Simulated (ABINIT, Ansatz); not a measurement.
# K2TaNbO6 (Fm-3m): G0W0 on several meshes in ABINIT, part 2 of 2

How does the mesh move the gap of K2TaNbO6 (Fm-3m)?

ABINIT 10.8.3; PBEsol and many-body steps on it, plane waves. Known limits of the many-body steps: not at the basis limit; no spin-orbit coupling; coarse k mesh.

So far. Step 4 (2×2×2): The gap on the mesh goes from 1.70 eV to 3.03 eV, a correction of +1.33 eV. Step 5 (Empty states on the mesh, 4×4×4 mesh, 139 bands): On this mesh the gap is 1.698 eV.

## Step 7: 4×4×4

This step: G0W0 on PBEsol, plane waves, norm-conserving pseudopotentials.

File run.abi:

```
acell 3*1.0 Angstrom
rprim 
  -0.000000000000 4.044428000000 4.044428000000
  4.044428000000 -0.000000000000 4.044428000000
  4.044428000000 4.044428000000 -0.000000000000
ntypat 4
znucl 19 73 41 8
natom 10
typat 1 1 2 3 4 4 4 4 4 4
xred 
  0.250000000000 0.250000000000 0.250000000000
  0.750000000000 0.750000000000 0.750000000000
  0.500000000000 0.500000000000 0.500000000000
  -0.000000000000 0.000000000000 -0.000000000000
  0.749028000000 0.250972000000 0.250972000000
  0.250972000000 0.749028000000 0.749028000000
  0.250972000000 0.749028000000 0.250972000000
  0.749028000000 0.250972000000 0.749028000000
  0.250972000000 0.250972000000 0.749028000000
  0.749028000000 0.749028000000 0.250972000000
pp_dirpath "pseudos"
pseudos "K.upf, Ta.upf, Nb.upf, O.upf"
ecut 37
ngkpt 4 4 4
nshiftk 1
shiftk 0 0 0
kptopt 1
chksymbreak 0
istwfk *1
occopt 1
irdwfk 1
optdriver 4
nband 127
gwcalctyp 0
ecutsigx 37
symsigma 1
nkptgw 1
kptgw 
  0.0000000000 0.0000000000 0.0000000000
bdgw 
  38 43
ecuteps 4.2
irdscr 1
ppmodel 1
indata_prefix "in"
outdata_prefix "out"
tmpdata_prefix "tmp"
```

On the command line:

```bash
> OMP_NUM_THREADS=1 mpirun -n 4 abinit run.abi > log
```

Numbers of over 12 decimals in the logs are rounded to 6 here.

The program printed:

```text
.Version 10.8.3 of ABINIT. v10.8.2 released Aug 2026.

 Symmetries : space group Fm -3 m (#225); Bravais cF (face-center cubic)
[... echo of the input left out ...]
== DATASET  1 ==================================================================
-   mpi_nproc: 4, omp_nthreads: 1 (-1 if OMP is not activated)

--- !DatasetInfo
iteration_state: {dtset: 1, }
dimensions: {natom: 10, nkpt: 8, mband: 127, nsppol: 1, nspinor: 1, nspden: 1, mpw: 9620, }
cutoff_energies: {ecut:  37.0, pawecutdg:  -1.0, }
electrons: {nelect:   8.00000000E+01, charge:   0.00000000E+00, occopt:   1.00000000E+00, tsmear:   1.00000000E-02, }

 SIGMA: Calculation of the GW corrections

 Based on a program developped by R.W. Godby, V. Olevano, G. Onida, and L. Reining.
 Incorporated in ABINIT by V. Olevano, G.-M. Rignanese, and M. Torrent.
.Using double precision arithmetic ; gwpc =  8

[... cell and pseudopotentials left out ...]
--------------------------------------------------------------------------------

 ==== K-mesh for the wavefunctions ====
 Number of points in the irreducible wedge :     8
[... list of points left out ...]
 Together with 48 symmetry operations and time-reversal symmetry
 yields    64 points in the full Brillouin Zone.

 ==== Q-mesh for screening function ====
 Number of points in the irreducible wedge :     8
[... list of points left out ...]
 Together with 48 symmetry operations and time-reversal symmetry
 yields    64 points in the full Brillouin Zone.

 vcoul_init : cutoff-mode = AUXILIARY_FUNCTION
 q-points for optical limit:   1
     1)      0.000010    0.000020    0.000030
 setmesh: FFT mesh size selected  =    60x   60x   60
          total number of points  =       216000

 Number of electrons calculated from density =   80.0000; Expected =   80.0000
[...]
number of k-points in BZ                           64
 number of q-points in BZ                           64
 number of frequencies for dSigma/dE                 9
 frequency step for dSigma/dE [eV]                0.25
 number of omega for Sigma on real axis              0
 max omega for Sigma on real axis  [eV]           0.00
 zcut for avoiding poles [eV]                     0.10

 EPSILON^-1 parameters (SCR file):
 dimension of the eps^-1 matrix on file            339
 dimension of the eps^-1 matrix used               339
 number of plane-waves for wavefunctions          9577
 number of bands                                   127
 number of q-points in IBZ                           8
 number of frequencies                               2
 number of real frequencies                          1
 number of imag frequencies                          1

 matrix elements of self-energy operator (all in [eV])

 Perturbative Calculation

--- !SelfEnergy_ee
iteration_state: {dtset: 1, }
kpoint     : [   0.000,    0.000,    0.000, ]
spin       : 1
KS_gap     :    1.698
QP_gap     :    3.090
Delta_QP_KS:    1.392
data: !SigmaeeData |
     Band     E0 <VxcDFT>   SigX SigC(E0)      Z dSigC/dE  Sig(E)    E-E0       E
       38   5.219 -19.831 -24.959   5.299   0.763  -0.311 -19.700   0.130   5.350
       39   5.219 -19.831 -24.959   5.299   0.763  -0.311 -19.700   0.130   5.350
       40   5.219 -19.831 -24.959   5.299   0.763  -0.311 -19.700   0.130   5.350
       41   6.917 -15.405  -9.930  -3.607   0.815  -0.226 -13.882   1.523   8.440
       42   6.917 -15.405  -9.930  -3.607   0.815  -0.226 -13.882   1.523   8.440
       43   6.917 -15.405  -9.930  -3.607   0.815  -0.226 -13.882   1.523   8.440

== END DATASET(S) ==============================================================
================================================================================

 -outvars: echo values of variables after computation  --------
           etotal      0.0000000000E+00
            nband         127
             nkpt           8
          spgroup         225
 [... the other variables as echoed above ...]

 Calculation completed.
```

It took 15 s on 4 MPI ranks of Intel Xeon Platinum 8488C (Sapphire Rapids), shared host; peak memory 2.5 GiB.

Numbers from this step:

```
G0W0 gap on the points computed              : 3.09 eV
starting gap on the mesh                     : 1.698 eV
k of the valence top                         : 0, 0, 0
k of the conduction bottom                   : 0, 0, 0
Z at the valence top                         : 0.763
Z at the conduction bottom                   : 0.815
least direct G0W0 gap on the computed points : 3.09 eV
```

Against G0W0 in ABINIT (2×2×2 mesh, 127 bands, screening to 114.3 eV, Godby-Needs plasmon pole), the gap moves by +0.058 eV.

## Step 8: The runs together

Times are wall times on 4 MPI ranks of Intel Xeon Platinum 8488C (Sapphire Rapids), shared host, good to a factor of about two. A run's time includes the screening step that it read.

| run | mesh | bands | screening cutoff (eV) | DFT gap (eV) | gap on the mesh (eV) | direct (eV) | ε∞ used | time |
| --- | --- | --- | --- | --- | --- | --- | --- | --- |
| 2×2×2 | 2×2×2 | 127 | 114.3 | 1.698 | 3.032 | 3.032 | 8.43 | 57 s |
| 4×4×4 | 4×4×4 | 127 | 114.3 | 1.698 | 3.090 | 3.090 | 6.06 | 5.1 min |

## Step 9: Summary of results

```json
{
  "2×2×2": "3.032 eV",
  "4×4×4": "3.090 eV",
  "known limits": "not at the basis limit; no spin-orbit coupling; coarse k mesh"
}
```

What this shows: 4×4×4: +0.058 eV against 2×2×2. Bands and cutoff are finite, so the gap is not at the basis limit. The miss can reach some tenths of an eV and take either sign; the mesh is an error of its own. In the G0W0 runs levels were corrected at 1 k point alone, so a gap called «on the mesh» is the least over those, and an edge elsewhere would be missed. The 2×2×2 mesh is coarse for this cell, which bears on the long-range parts of exchange and screening. The many-body steps are scalar-relativistic: spin-orbit coupling is not in them.

[Paths, hosts, dates, memory and timing lines, banners, echoed tables and standing remarks are left out of the program output.]

[Logs are printed without paths, hosts, clocks, repeated set-up lines and the standing remarks that a program may print on its own settings, such as how far it seeks lower states.]

[Runs of the session that timed out or met a known fault of the program may be left out.]

[Hosts, paths, dates, database ids (printed as entryN), source tags and the programs' standing remarks are cut or masked in the printed files.]

[G0W0 gaps are taken among the corrected bands and points alone; a level outside them can change the order at an edge.]

[Where Ansatz stands beside ABINIT at settings called matched, ABINIT's density can come from a denser mesh and the files from another edition; pairs whose starting gaps differed by over 0.03 eV were left out, so agreement reads better than it is.]
